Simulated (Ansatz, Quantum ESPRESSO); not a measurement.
# honeycomb SiC, 2 layers, AB' stacking: response to a perpendicular field, part 3 of 6

How does honeycomb SiC, 2 layers, AB' stacking respond to a gate-like field without added charge?

Quantum ESPRESSO 7.5; plane-wave DFT, LDA, GBRV ultrasoft pseudopotentials; geometry and cross-check by Ansatz 0.2.0 with PAW datasets.

So far. Step 3 (Self-consistent run: no field): The run needed 11 iterations to bring the estimated error under 1e-09 Ry; the largest force on any atom, held or free, is 0.01 eV/Å. Step 4 (Electrostatic potential): The vacuum is flat to 0.1 meV/Å, so its level is well defined. Inside the slab the curve depends on the local part of the pseudopotentials; only the vacuum level has a meaning of its own.

### 5. Band structure: no field

A bands run reads the converged density and follows the path given under K_POINTS.

Contents of f0.bands.in:

```
&control
  prefix = 'f0.bands'
  outdir = './out'
  pseudo_dir = './pseudo'
  calculation = 'bands'
  tefield = .true.
  dipfield = .true.
/
&system
  ibrav = 0
  nat = 4
  ntyp = 2
  ecutwfc = 40
  ecutrho = 200
  occupations = 'smearing'
  smearing = 'fd'
  degauss = 0.004
  edir = 3
  emaxpos = 0.97
  eopreg = 0.04
  eamp = 0.0
  nbnd = 14
/
&electrons
  conv_thr = 1e-07
  mixing_beta = 0.4
  electron_maxstep = 120
  mixing_mode = 'local-TF'
/
ATOMIC_SPECIES
  C   12.0110  c_lda_v1.2.uspp.F.UPF
  Si  28.0850  si_lda_v1.uspp.F.UPF
CELL_PARAMETERS angstrom
  3.08901789981043 -0.00000000000000 0.00000000000000
  -1.54450894990522 2.67516797398069 0.00000000000000
  0.00000000000000 0.00000000000000 20.30000000000000
ATOMIC_POSITIONS crystal
  C   0.666666666667 0.333333333333 0.404300141847
  Si  0.333333333333 0.666666666667 0.404560670325
  C   0.666666666667 0.333333333333 0.595699902563
  Si  -0.000000000000 -0.000000000000 0.595439285265
K_POINTS crystal_b
4
  0.0000000000 0.0000000000 0.0000000000 14
  0.5000000000 0.0000000000 0.0000000000 14
  0.3333333333 0.3333333333 0.0000000000 14
  0.0000000000 0.0000000000 0.0000000000 1
```

On the command line:

```sh
> cp -r out/f0.save out/f0.bands.save
> cp out/f0.xml out/f0.bands.xml
> OMP_NUM_THREADS=1 mpirun -n 2 pw.x -nk 2 -in f0.bands.in > f0.bands.out
```

The log of the run:

```text
[banner, memory and clock lines left out]
Program PWSCF v.7.5 starts

          URL

     Presently no symmetry can be used with electric field

     Atomic positions and unit cell read from directory:
     ./out/f0.bands.save/

     G-vector sticks info

     bravais-lattice index     =            0
     lattice parameter (alat)  =       5.8374  a.u.
     unit-cell volume          =    1132.0461 (a.u.)^3
     number of atoms/cell      =            4
     number of atomic types    =            2
     number of electrons       =        16.00
     number of Kohn-Sham states=           14
     kinetic-energy cutoff     =      40.0000  Ry
     charge density cutoff     =     200.0000  Ry
     Exchange-correlation= SLA  PZ   NOGX NOGC
                           (   1   1   0   0   0   0   0)

     celldm(1)=   5.837398  celldm(2)=   0.000000  celldm(3)=   0.000000
     celldm(4)=   0.000000  celldm(5)=   0.000000  celldm(6)=   0.000000

     crystal axes: (cart. coord. in units of alat)
               a(1) = (   1.000000  -0.000000   0.000000 )
               a(2) = (  -0.500000   0.866025   0.000000 )
               a(3) = (   0.000000   0.000000   6.571668 )

     reciprocal axes: (cart. coord. in units 2 pi/alat)
               b(1) = (  1.000000  0.577350 -0.000000 )
               b(2) = (  0.000000  1.154701 -0.000000 )
               b(3) = ( -0.000000 -0.000000  0.152168 )

     PseudoPot. # 1 for C  read from file:
     ./pseudo/c_lda_v1.2.uspp.F.UPF
     Pseudo is Ultrasoft + core correction, Zval =  4.0
     Generated by new atomic code, or converted to UPF format
     Using radial grid of  721 points,  4 beta functions with:
                l(1) =   0
                l(2) =   0
                l(3) =   1
                l(4) =   1
     Q(r) pseudized with  8 coefficients,  rinner =    1.100   1.100   1.100

     PseudoPot. # 2 for Si read from file:
     ./pseudo/si_lda_v1.uspp.F.UPF
     Pseudo is Ultrasoft + core correction, Zval =  4.0
     Generated by new atomic code, or converted to UPF format
     Using radial grid of  899 points,  6 beta functions with:
                l(1) =   0
                l(2) =   0
                l(3) =   1
                l(4) =   1
                l(5) =   2
                l(6) =   2
     Q(r) pseudized with  8 coefficients,  rinner =    0.900   0.900   0.900
                                                       0.900   0.900

     atomic species   valence    mass     pseudopotential
     C                 4.00    12.01100     C ( 1.00)
     Si                4.00    28.08500     Si( 1.00)

     No symmetry found

   Cartesian axes

     site n.     atom                  positions (alat units)
         1        C      tau(   1) = (   0.5000000   0.2886751   2.6569263  )
         2        Si     tau(   2) = (  -0.0000000   0.5773503   2.6586384  )
         3        C      tau(   3) = (   0.5000000   0.2886751   3.9147420  )
         4        Si     tau(   4) = (   0.0000000   0.0000000   3.9130293  )

     number of k points=    43  Fermi-Dirac smearing, width (Ry)=  0.0040
                       cart. coord. in units 2pi/alat
        k(    1) = (   0.0000000   0.0000000   0.0000000), wk =   0.0465116
        k(    2) = (   0.0357143   0.0206197   0.0000000), wk =   0.0465116
        k(    3) = (   0.0714286   0.0412393   0.0000000), wk =   0.0465116
        k(    4) = (   0.1071429   0.0618590   0.0000000), wk =   0.0465116
        k(    5) = (   0.1428571   0.0824786   0.0000000), wk =   0.0465116
        k(    6) = (   0.1785714   0.1030983   0.0000000), wk =   0.0465116
        k(    7) = (   0.2142857   0.1237179   0.0000000), wk =   0.0465116
        k(    8) = (   0.2500000   0.1443376   0.0000000), wk =   0.0465116
        k(    9) = (   0.2857143   0.1649572   0.0000000), wk =   0.0465116
        k(   10) = (   0.3214286   0.1855769   0.0000000), wk =   0.0465116
        k(   11) = (   0.3571429   0.2061965   0.0000000), wk =   0.0465116
        k(   12) = (   0.3928571   0.2268162   0.0000000), wk =   0.0465116
        k(   13) = (   0.4285714   0.2474358   0.0000000), wk =   0.0465116
        k(   14) = (   0.4642857   0.2680555   0.0000000), wk =   0.0465116
        k(   15) = (   0.5000000   0.2886751   0.0000000), wk =   0.0465116
        k(   16) = (   0.4880952   0.3092948   0.0000000), wk =   0.0465116
        k(   17) = (   0.4761905   0.3299144   0.0000000), wk =   0.0465116
        k(   18) = (   0.4642857   0.3505341   0.0000000), wk =   0.0465116
        k(   19) = (   0.4523810   0.3711537   0.0000000), wk =   0.0465116
        k(   20) = (   0.4404762   0.3917734   0.0000000), wk =   0.0465116
        k(   21) = (   0.4285714   0.4123930   0.0000000), wk =   0.0465116
        k(   22) = (   0.4166667   0.4330127   0.0000000), wk =   0.0465116
        k(   23) = (   0.4047619   0.4536324   0.0000000), wk =   0.0465116
        k(   24) = (   0.3928571   0.4742520   0.0000000), wk =   0.0465116
        k(   25) = (   0.3809524   0.4948717   0.0000000), wk =   0.0465116
        k(   26) = (   0.3690476   0.5154913   0.0000000), wk =   0.0465116
        k(   27) = (   0.3571429   0.5361110   0.0000000), wk =   0.0465116
        k(   28) = (   0.3452381   0.5567306   0.0000000), wk =   0.0465116
        k(   29) = (   0.3333333   0.5773503   0.0000000), wk =   0.0465116
        k(   30) = (   0.3095238   0.5361110   0.0000000), wk =   0.0465116
        k(   31) = (   0.2857143   0.4948717   0.0000000), wk =   0.0465116
        k(   32) = (   0.2619048   0.4536324   0.0000000), wk =   0.0465116
        k(   33) = (   0.2380952   0.4123930   0.0000000), wk =   0.0465116
        k(   34) = (   0.2142857   0.3711537   0.0000000), wk =   0.0465116
        k(   35) = (   0.1904762   0.3299144   0.0000000), wk =   0.0465116
        k(   36) = (   0.1666667   0.2886751   0.0000000), wk =   0.0465116
        k(   37) = (   0.1428571   0.2474358   0.0000000), wk =   0.0465116
        k(   38) = (   0.1190476   0.2061965   0.0000000), wk =   0.0465116
        k(   39) = (   0.0952381   0.1649572   0.0000000), wk =   0.0465116
        k(   40) = (   0.0714286   0.1237179   0.0000000), wk =   0.0465116
        k(   41) = (   0.0476190   0.0824786   0.0000000), wk =   0.0465116
        k(   42) = (   0.0238095   0.0412393   0.0000000), wk =   0.0465116
        k(   43) = (   0.0000000   0.0000000   0.0000000), wk =   0.0465116

     Dense  grid:    54035 G-vectors     FFT dimensions: (  27,  27, 180)

     Smooth grid:    38657 G-vectors     FFT dimensions: (  24,  24, 160)

     The potential is recalculated from file :
     ./out/f0.bands.save/charge-density

     negative rho (up, down):  6.136E-04 0.000E+00

[...]
k = 0.0714 0.0412 0.0000 (  4799 PWs)   bands (ev):

   -15.2928 -15.1704  -5.9318  -4.9470  -3.4274  -3.3941  -3.1566  -3.1334
     1.1964   2.4650   3.3168   4.1004   4.2206   5.2942

          k = 0.1071 0.0619 0.0000 (  4794 PWs)   bands (ev):

   -15.1870 -15.0655  -5.8188  -4.8409  -3.8458  -3.8023  -3.2746  -3.2494
     1.3552   2.5975   3.4438   4.2092   4.3051   5.1253

          k = 0.1429 0.0825 0.0000 (  4804 PWs)   bands (ev):

   -15.0397 -14.9194  -5.6618  -4.6964  -4.3656  -4.3099  -3.4230  -3.3955
     1.5459   2.7528   3.6085   4.2463   4.3849   4.8712

          k = 0.1786 0.1031 0.0000 (  4790 PWs)   bands (ev):

   -14.8519 -14.7331  -5.4645  -4.9496  -4.9021  -4.4951  -3.5899  -3.5599
     1.7522   2.9033   3.7815   4.1514   4.4313   4.5593

          k = 0.2143 0.1237 0.0000 (  4784 PWs)   bands (ev):

   -14.6249 -14.5082  -5.5957  -5.5199  -5.2034  -4.2715  -3.7638  -3.7316
     1.9538   2.9978   3.8696   4.0110   4.2197   4.5076

          k = 0.2500 0.1443 0.0000 (  4816 PWs)   bands (ev):

   -14.3607 -14.2465  -6.2384  -6.1614  -4.9258  -4.0087  -3.9353  -3.9011
     2.1188   2.9769   3.6212   3.8851   4.0316   4.7338

          k = 0.2857 0.1650 0.0000 (  4834 PWs)   bands (ev):

   -14.0624 -13.9514  -6.8900  -6.8069  -4.6051  -4.0967  -4.0606  -3.7137
     2.2061   2.8520   3.0806   3.6781   4.0329   4.9502

          k = 0.3214 0.1856 0.0000 (  4852 PWs)   bands (ev):

   -13.7349 -13.6276  -7.5307  -7.4409  -4.2511  -4.2416  -4.2041  -3.3934
     2.1870   2.4703   2.7084   3.2385   4.2039   5.1542

          k = 0.3571 0.2062 0.0000 (  4862 PWs)   bands (ev):

   -13.3860 -13.2834  -8.1446  -8.0478  -4.3656  -4.3269  -3.8728  -3.0586
     1.8027   2.1706   2.5419   2.7292   4.5037   5.5161

          k = 0.3929 0.2268 0.0000 (  4870 PWs)   bands (ev):

   -13.0302 -12.9334  -8.7114  -8.6072  -4.4653  -4.4256  -3.4852  -2.7278
     1.2214   2.0722   2.1899   2.4473   4.8865   5.9576

          k = 0.4286 0.2474 0.0000 (  4876 PWs)   bands (ev):

   -12.6954 -12.6057  -9.1992  -9.0875  -4.5380  -4.4977  -3.1180  -2.4327
     0.7079   1.7461   2.0060   2.3448   5.3041   6.4354

          k = 0.4643 0.2681 0.0000 (  4862 PWs)   bands (ev):

   -12.4352 -12.3531  -9.5517  -9.4331  -4.5823  -4.5416  -2.8294  -2.2216
     0.3364   1.4376   1.9555   2.2846   5.6813   6.8825

          k = 0.5000 0.2887 0.0000 (  4848 PWs)   bands (ev):

   -12.3320 -12.2537  -9.6857  -9.5639  -4.5971  -4.5563  -2.7134  -2.1447
     0.1961   1.3234   1.9383   2.2645   5.8553   7.0901

          k = 0.4881 0.3093 0.0000 (  4868 PWs)   bands (ev):

   -12.3268 -12.2485  -9.6797  -9.5581  -4.6375  -4.5953  -2.7072  -2.1388
     0.2002   1.3245   1.9851   2.3115   5.8595   7.0810

          k = 0.4762 0.3299 0.0000 (  4848 PWs)   bands (ev):

   -12.3113 -12.2331  -9.6620  -9.5407  -4.7544  -4.7086  -2.6888  -2.1212
     0.2123   1.3272   2.1212   2.4487   5.8720   7.0436

          k = 0.4643 0.3505 0.0000 (  4848 PWs)   bands (ev):

   -12.2856 -12.2077  -9.6326  -9.5120  -4.9374  -4.8862  -2.6584  -2.0921
     0.2321   1.3303   2.3354   2.6650   5.8928   6.9507

          k = 0.4524 0.3712 0.0000 (  4842 PWs)   bands (ev):

   -12.2502 -12.1727  -9.5921  -9.4724  -5.1720  -5.1149  -2.6166  -2.0521
     0.2589   1.3318   2.6116   2.9455   5.9216   6.7797

          k = 0.4405 0.3918 0.0000 (  4848 PWs)   bands (ev):

   -12.2057 -12.1286  -9.5410  -9.4227  -5.4436  -5.3807  -2.5638  -2.0019
     0.2918   1.3291   2.9322   3.2726   5.9586   6.5430

          k = 0.4286 0.4124 0.0000 (  4836 PWs)   bands (ev):

   -12.1528 -12.0763  -9.4802  -9.3639  -5.7382  -5.6700  -2.5012  -1.9424
     0.3298   1.3185   3.2788   3.6275   6.0045   6.2772

          k = 0.4167 0.4330 0.0000 (  4842 PWs)   bands (ev):

   -12.0928 -12.0170  -9.4111  -9.2977  -6.0434  -5.9711  -2.4298  -1.8749
     0.3714   1.2961   3.6320   3.9887   6.0192   6.0613

          k = 0.4048 0.4536 0.0000 (  4856 PWs)   bands (ev):

   -12.0273 -11.9523  -9.3357  -9.2264  -6.3476  -6.2727  -2.3514  -1.8014
     0.4153   1.2574   3.9687   4.3286   5.8012   6.1332

          k = 0.3929 0.4743 0.0000 (  4846 PWs)   bands (ev):

   -11.9583 -11.8844  -9.2568  -9.1538  -6.6391  -6.5640  -2.2685  -1.7245
     0.4602   1.1990   4.2587   4.6100   5.6552   6.2147

          k = 0.3810 0.4949 0.0000 (  4840 PWs)   bands (ev):

   -11.8890 -11.8162  -9.1786  -9.0851  -6.9054  -6.8336  -2.1846  -1.6476
     0.5052   1.1194   4.4667   4.7915   5.6123   6.1864

          k = 0.3690 0.5155 0.0000 (  4846 PWs)   bands (ev):

   -11.8235 -11.7518  -9.1067  -9.0278  -7.1317  -7.0684  -2.1046  -1.5756
     0.5504   1.0212   4.5801   4.8558   5.6746   6.0951

          k = 0.3571 0.5361 0.0000 (  4848 PWs)   bands (ev):

   -11.7673 -11.6967  -9.0482  -8.9904  -7.3015  -7.2537  -2.0353  -1.5146
     0.5976   0.9121   4.6344   4.8334   5.7908   6.0372

          k = 0.3452 0.5567 0.0000 (  4834 PWs)   bands (ev):

   -11.7274 -11.6577  -9.0087  -8.9785  -7.4007  -7.3751  -1.9857  -1.4721
     0.6508   0.8049   4.6740   4.7756   5.8979   5.9975

          k = 0.3333 0.5774 0.0000 (  4830 PWs)   bands (ev):

   -11.7121 -11.6428  -8.9876  -8.9876  -7.4242  -7.4242  -1.9666  -1.4563
     0.7161   0.7161   4.7190   4.7190   5.9609   5.9609

          k = 0.3095 0.5361 0.0000 (  4836 PWs)   bands (ev):

   -11.7872 -11.7158  -8.9974  -8.9498  -7.3231  -7.2815  -2.0597  -1.5298
     0.6584   0.9100   4.6639   4.8081   5.8840   5.9663

          k = 0.2857 0.4949 0.0000 (  4852 PWs)   bands (ev):

   -12.0224 -11.9444  -8.8837  -8.8141  -7.0401  -6.9782  -2.3417  -1.7515
     0.8105   1.2147   4.6623   4.7587   5.8393   5.9949

          k = 0.2619 0.4536 0.0000 (  4858 PWs)   bands (ev):

   -12.3804 -12.2939  -8.6126  -8.5360  -6.6574  -6.5882  -2.7543  -2.0855
     1.1428   1.6265   4.4816   4.6154   5.8751   5.9672

          k = 0.2381 0.4124 0.0000 (  4856 PWs)   bands (ev):

   -12.7989 -12.7044  -8.2156  -8.1383  -6.2187  -6.1492  -3.2232  -2.4806
     1.5943   2.1204   4.0788   4.4758   5.6380   5.8227

          k = 0.2143 0.3712 0.0000 (  4862 PWs)   bands (ev):

   -13.2308 -13.1297  -7.7279  -7.6522  -5.7501  -5.6841  -3.6992  -2.8955
     2.1138   2.6639   3.6435   4.2861   5.3085   5.5283

          k = 0.1905 0.3299 0.0000 (  4852 PWs)   bands (ev):

   -13.6481 -13.5416  -7.1743  -7.1011  -5.2718  -5.2117  -4.1545  -3.3023
     2.6301   3.1937   3.2519   4.1162   5.0371   5.2035

          k = 0.1667 0.2887 0.0000 (  4838 PWs)   bands (ev):

   -14.0345 -13.9236  -6.5729  -6.5027  -4.8029  -4.7507  -4.5726  -3.6833
     2.6768   3.3479   3.4748   4.1487   4.8169   5.0031

          k = 0.1429 0.2474 0.0000 (  4818 PWs)   bands (ev):

   -14.3803 -14.2659  -5.9407  -5.8729  -4.9452  -4.3629  -4.3174  -4.0268
     2.3348   3.3553   3.7798   4.3623   4.5746   4.8980

          k = 0.1190 0.2062 0.0000 (  4804 PWs)   bands (ev):

   -14.6795 -14.5622  -5.3434  -5.2303  -5.2158  -4.3249  -3.9697  -3.9320
     2.0004   3.1257   3.9264   4.4315   4.4483   4.8840

          k = 0.0952 0.1650 0.0000 (  4802 PWs)   bands (ev):

   -14.9282 -14.8088  -5.5434  -4.6423  -4.6362  -4.5344  -3.6391  -3.6077
     1.7028   2.8894   3.7361   4.4142   4.4414   5.0235

          k = 0.0714 0.1237 0.0000 (  4794 PWs)   bands (ev):

   -15.1238 -15.0027  -5.7513  -4.7780  -4.0449  -3.9984  -3.3804  -3.3538
     1.4479   2.6766   3.5198   4.2946   4.3537   5.1212

          k = 0.0476 0.0825 0.0000 (  4789 PWs)   bands (ev):

   -15.2646 -15.1424  -5.9016  -4.9186  -3.5358  -3.5002  -3.1975  -3.1740
     1.2419   2.5033   3.3516   4.1405   4.2466   5.2868

          k = 0.0238 0.0412 0.0000 (  4809 PWs)   bands (ev):

   -15.3495 -15.2266  -5.9923  -5.0040  -3.1823  -3.1567  -3.0894  -3.0676
     1.1006   2.3852   3.2463   4.0184   4.1660   5.3135

          k = 0.0000 0.0000 0.0000 (  4787 PWs)   bands (ev):

   -15.3778 -15.2547  -6.0225  -5.0326  -3.0537  -3.0537  -3.0325  -3.0325
     1.0489   2.3423   3.2104   3.9715   4.1362   5.2847

     XML data file, pseudopotentials, collected wavefunctions

                                        0.00s GPU  (    1132 calls)
[key lines of the parts left out:]
Dipole field         -0.0000 Ry au,
```

It took 10 s on 2 MPI ranks of AMD EPYC 9R45, shared host; peak memory 0.16 GiB.

This step gave:

```
conduction bottom, on the run's zero : 0.1961 eV
gap by band count                    : 1.652 eV
```

Band numbers count within the set of bands kept for display. Electronic bands along the path, in eV, zero at the highest filled level of the SCF mesh; v1 is the highest filled band, c1 the lowest empty one:

| point | v4 | v3 | v2 | v1 | c1 | c2 | c3 | c4 |
| --- | --- | --- | --- | --- | --- | --- | --- | --- |
| Γ | -1.60 | -1.60 | -1.58 | -1.58 | 2.51 | 3.80 | 4.67 | 5.43 |
| halfway | -3.47 | -2.55 | -2.48 | -2.44 | 3.58 | 4.43 | 5.08 | 5.34 |
| M | -3.14 | -3.10 | -1.26 | -0.69 | 1.65 | 2.78 | 3.39 | 3.72 |
| halfway | -4.59 | -4.51 | -0.97 | -0.42 | 1.83 | 2.75 | 5.09 | 5.45 |
| K | -5.97 | -5.97 | -0.51 | 0.00 | 2.17 | 2.17 | 6.18 | 6.18 |
| halfway | -3.35 | -3.29 | -3.12 | -2.23 | 4.13 | 4.80 | 4.93 | 5.61 |
| Γ | -1.60 | -1.60 | -1.58 | -1.58 | 2.51 | 3.80 | 4.67 | 5.43 |

Along this path the valence top lies at K and the conduction bottom at M.

### 6. Self-consistent run: field 0.1 V/Å

eamp is the field in Hartree atomic units (1 a.u. = 51.42 V/Å). With dipfield on, it is the field in the vacuum beside an isolated sheet. The run starts from the density of the one before.

Contents of f1.in:

```
&control
  prefix = 'f1'
  outdir = './out'
  pseudo_dir = './pseudo'
  calculation = 'scf'
  tprnfor = .true.
  tefield = .true.
  dipfield = .true.
/
&system
  ibrav = 0
  nat = 4
  ntyp = 2
  ecutwfc = 40
  ecutrho = 200
  occupations = 'smearing'
  smearing = 'fd'
  degauss = 0.004
  edir = 3
  emaxpos = 0.97
  eopreg = 0.04
  eamp = 0.00194469
/
&electrons
  conv_thr = 1e-09
  mixing_beta = 0.4
  electron_maxstep = 120
  mixing_mode = 'plain'
  startingpot = 'file'
/
ATOMIC_SPECIES
  C   12.0110  c_lda_v1.2.uspp.F.UPF
  Si  28.0850  si_lda_v1.uspp.F.UPF
CELL_PARAMETERS angstrom
  3.08901789981043 -0.00000000000000 0.00000000000000
  -1.54450894990522 2.67516797398069 0.00000000000000
  0.00000000000000 0.00000000000000 20.30000000000000
ATOMIC_POSITIONS crystal
  C   0.666666666667 0.333333333333 0.404300141847
  Si  0.333333333333 0.666666666667 0.404560670325
  C   0.666666666667 0.333333333333 0.595699902563
  Si  -0.000000000000 -0.000000000000 0.595439285265
K_POINTS automatic
  12 12 1 0 0 0
```

On the command line:

```sh
> cp -r out/f0.save out/f1.save
> OMP_NUM_THREADS=1 mpirun -n 2 pw.x -nk 2 -in f1.in > f1.out
```

The log of the run:

```text
[banner, memory and clock lines left out]
Program PWSCF v.7.5 starts
[...]
number of electrons       =        16.00
     number of Kohn-Sham states=           12
     kinetic-energy cutoff     =      40.0000  Ry
     charge density cutoff     =     200.0000  Ry
[...]
number of k points=    74  Fermi-Dirac smearing, width (Ry)=  0.0040
[...]
Dense  grid:    54035 G-vectors     FFT dimensions: (  27,  27, 180)
[...]
The initial density is read from file :
[...]
negative rho (up, down):  6.136E-04 0.000E+00
[...]
Starting wfcs are   16 randomized atomic wfcs
[...]
negative rho (up, down):  6.140E-04 0.000E+00
[...]
estimated scf accuracy    <       0.00119157 Ry
[...]
negative rho (up, down):  6.143E-04 0.000E+00
[...]
estimated scf accuracy    <       0.00053318 Ry
[...]
negative rho (up, down):  6.143E-04 0.000E+00
[...]
estimated scf accuracy    <       0.00000199 Ry
[...]
negative rho (up, down):  6.140E-04 0.000E+00
[...]
estimated scf accuracy    <       0.00000053 Ry
[...]
negative rho (up, down):  6.138E-04 0.000E+00
[...]
estimated scf accuracy    <       0.00000009 Ry
[...]
negative rho (up, down):  6.137E-04 0.000E+00
[...]
estimated scf accuracy    <          4.0E-09 Ry
[...]
negative rho (up, down):  6.136E-04 0.000E+00
[...]
estimated scf accuracy    <          1.0E-09 Ry
[...]
negative rho (up, down):  6.134E-04 0.000E+00
[...]
Computed dipole along edir(3) :
        Dipole                0.0471 Ry au,          0.1198 Debye
        Dipole field          0.0005 Ry au,
        E field amplitude [Ha a.u.]:  1.9447E-03
        Potential amp.        0.1047 Ry
        Total length         36.8270 bohr
[...]
the Fermi energy is    -0.6269 ev
!    total energy              =     -42.21296368 Ry
     estimated scf accuracy    <          4.3E-11 Ry
     smearing contrib. (-TS)   =      -0.00000000 Ry
     internal energy E=F+TS    =     -42.21296368 Ry
[...]
one-electron contribution =    -307.51239808 Ry
     hartree contribution      =     157.41319382 Ry
     xc contribution           =     -15.86459263 Ry
     ewald contribution        =     123.75099191 Ry
     electric field correction =      -0.00015869 Ry
     convergence has been achieved in   8 iterations
     negative rho (up, down):  6.134E-04 0.000E+00
[...]
Total force =     0.002163     Total SCF correction =     0.000007
[...]
```

Wall time 17 s (2 MPI ranks); peak memory 0.27 GiB; 33 s of CPU time.

Numbers from this step:

- free energy: -574.3366 eV
- Fermi energy: -0.6269 eV
- dipole along the normal: 0.02494 e·Å
- valence top, on the run's zero: -1.435 eV
- conduction bottom, on the run's zero: 0.2075 eV
- gap by band count: 1.643 eV

The dipole goes from -0.0000 to 0.0249 e Å, 0.2494 e Å per V/Å.

### 7. Potential by pp.x

Contents of f1.pot.in:

```
&inputpp
  prefix = 'f1'
  outdir = './out'
  filplot = 'f1.pot.dat'
  plot_num = 11
/
```

On the command line:

```sh
> OMP_NUM_THREADS=1 mpirun -n 2 pp.x -in f1.pot.in > f1.pot.out
```

Elapsed: 1.1 s, on 2 MPI ranks; peak memory 0.12 GiB.

Numbers from this step:

| Property | Result |
| --- | --- |
| slope of the potential above | 0.1000 eV/Å |
| upper vacuum line continued to the top atoms, over the valence top | 4.987 eV |
| slope of the potential below | 0.09998 eV/Å |
| lower vacuum line continued to the bottom atoms, over the valence top | 5.144 eV |

The slope in the vacuum is 0.100 eV/Å for an applied 0.10 V/Å, as it should be.

(Continued in part 4 of 6.)

[Logs are printed without paths, hosts, clocks, repeated set-up lines and the standing remarks that a program may print on its own settings, such as how far it seeks lower states.]

[Hosts, paths, dates, database ids (printed as entryN), source tags and the programs' standing remarks are cut or masked in the printed files.]

[Maps of the electrostatic potential energy from Ansatz leave out the sawtooth potential of an applied field or a dipole correction, so their vacuum need not be flat; planar profiles and work functions include it.]
